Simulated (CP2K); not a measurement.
Two runs for the C K edge of hydroxypyrazine. Run A: CP2K XAS_TDP, all-electron GAPW, PBEh(45%), aug-cc-pVDZ, TDA, no relativity. Run B has a fault in its input.

First lines with a strength over 0.0015. A:

```
                     atom  energy (eV)  states  strength, one atom
C2 (bonded to C, N and O)       283.35       1              0.0606
                                284.98       1              0.0057
                                287.23       1              0.0041
                                288.00       1              0.0049
                                288.71       1              0.0141
C3 (bonded to C, N and H)       281.54       1              0.0460
                                283.85       1              0.0058
                                285.62       1              0.0101
                                286.25       1              0.0069
                                287.06       1              0.0031
C5 (bonded to C, N and H)       281.92       1              0.0495
                                282.99       1              0.0045
                                285.19       1              0.0115
                                286.20       1              0.0030
                                286.73       1              0.0015
C6 (bonded to C, N and H)       281.63       1              0.0537
                                283.93       1              0.0037
                                285.46       1              0.0130
                                286.44       1              0.0024
                                286.76       1              0.0018
```

B:

```
                     atom  energy (eV)  states  strength, one atom
C2 (bonded to C, N and O)       282.23       1              0.0599
                                283.95       1              0.0028
                                287.60       1              0.0286
                                289.04       1              0.0100
                                289.43       1              0.0185
C3 (bonded to C, N and H)       280.33       1              0.0456
                                282.69       1              0.0038
                                286.19       1              0.0328
                                287.34       1              0.0088
                                288.24       1              0.0283
C5 (bonded to C, N and H)       280.66       1              0.0497
                                285.82       1              0.0322
                                287.44       1              0.0069
                                287.65       1              0.0134
                                288.05       1              0.0025
C6 (bonded to C, N and H)       280.37       1              0.0524
                                282.89       1              0.0022
                                286.03       1              0.0341
                                287.74       1              0.0129
                                287.79       1              0.0069
```

What went wrong in run B?

The basis is far too small (basis from aug-cc-pVDZ to 3-21G*). Against PBEh(45%) in aug-cc-pVDZ, the leading lines move by -1.12 eV (C2, to 282.23), -1.21 eV (C3, to 280.33), -1.26 eV (C5, to 280.66) and -1.26 eV (C6, to 280.37). The next line of C2 over the strength cut lies 1.72 eV higher, against 1.63. Another fault could leave a like mark.

[Banner, clock and machine lines of the logs are left out without a mark of their own.]

[Logs are printed without paths, hosts, clocks, repeated set-up lines and the standing remarks that a program may print on its own settings, such as how far it seeks lower states.]

[Hosts, paths, dates, database ids (printed as entryN), source tags and the programs' standing remarks are cut or masked in the printed files.]
